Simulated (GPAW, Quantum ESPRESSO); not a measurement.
The Zn K edge of atom 1 in MnZn (Pm-3m), with 8 Mn at 2.66 Å and 6 Zn at 3.07 Å (cube and octahedron, as in bcc, site symmetry m-3m), was computed in 2 ways: excited-electron core hole (neutral cell) and no core hole. Program and functional: Quantum ESPRESSO XSpectra, LDA, Lorentzian half width 0.83 eV; cells of 2 and 16 atoms (the run without a hole in the smaller).

Each run is counted from its own lowest empty level or Fermi level and scaled to a mean of 1 over its first 20 eV.

```csv
E (eV),run 1,run 2
-2.0,0.08,0.09
-1.0,0.13,0.14
0.0,0.26,0.30
1.0,0.37,0.43
2.0,0.40,0.51
3.0,0.46,0.60
4.0,0.55,0.73
5.0,0.72,1.00
6.0,0.92,1.22
7.0,1.09,1.37
8.0,1.24,1.37
9.0,1.30,1.27
10.0,1.27,1.15
11.0,1.22,1.11
12.0,1.22,1.00
13.0,1.05,1.03
14.0,1.15,1.33
15.0,1.59,1.28
16.0,1.32,0.90
17.0,1.01,0.94
18.0,1.12,1.08
19.0,1.23,0.98
20.0,1.05,0.81
21.0,0.96,0.88
22.0,1.01,0.99
23.0,1.21,1.21
24.0,1.27,1.15
25.0,1.25,1.06
26.0,1.19,1.01
27.0,1.17,1.16
28.0,1.32,1.48
29.0,1.61,1.35
30.0,1.47,1.15
31.0,1.54,1.27
32.0,1.46,1.20
```

**Question.** Which run is which?

Run 1: no core hole (area from −2 to 6 eV 3.4, main maxima 9.4 eV (1.30), 15.3 eV (1.62), 23.6 eV (1.28) and 29.2 eV (1.63)). Run 2: excited-electron core hole (neutral cell) (area from −2 to 6 eV 4.4, main maxima 7.5 eV (1.40), 14.4 eV (1.41), 23.1 eV (1.21) and 28.3 eV (1.53)). With each curve scaled to its own mean, the area from −2 to 6 eV with the hole is 4.4 against 3.4, and the centre of weight from −1 to 20 eV moves by -0.8 eV: the hole pulls the absorber's empty states down.

[Banner, clock and machine lines of the logs are left out without a mark of their own.]

[Logs are printed without paths, hosts, clocks, repeated set-up lines and the standing remarks that a program may print on its own settings, such as how far it seeks lower states.]

[Hosts, paths, dates, database ids (printed as entryN), source tags and the programs' standing remarks are cut or masked in the printed files.]

[Lists of maxima count a maximum above −3 eV only where it reaches 4 % of the highest in the window and stands out from its surroundings by 2 % of it (1.5 % where it reaches 55 %); shoulders and weaker maxima are passed over, and of the rest the first, up to two pre-edge ones and the few strongest are named.]
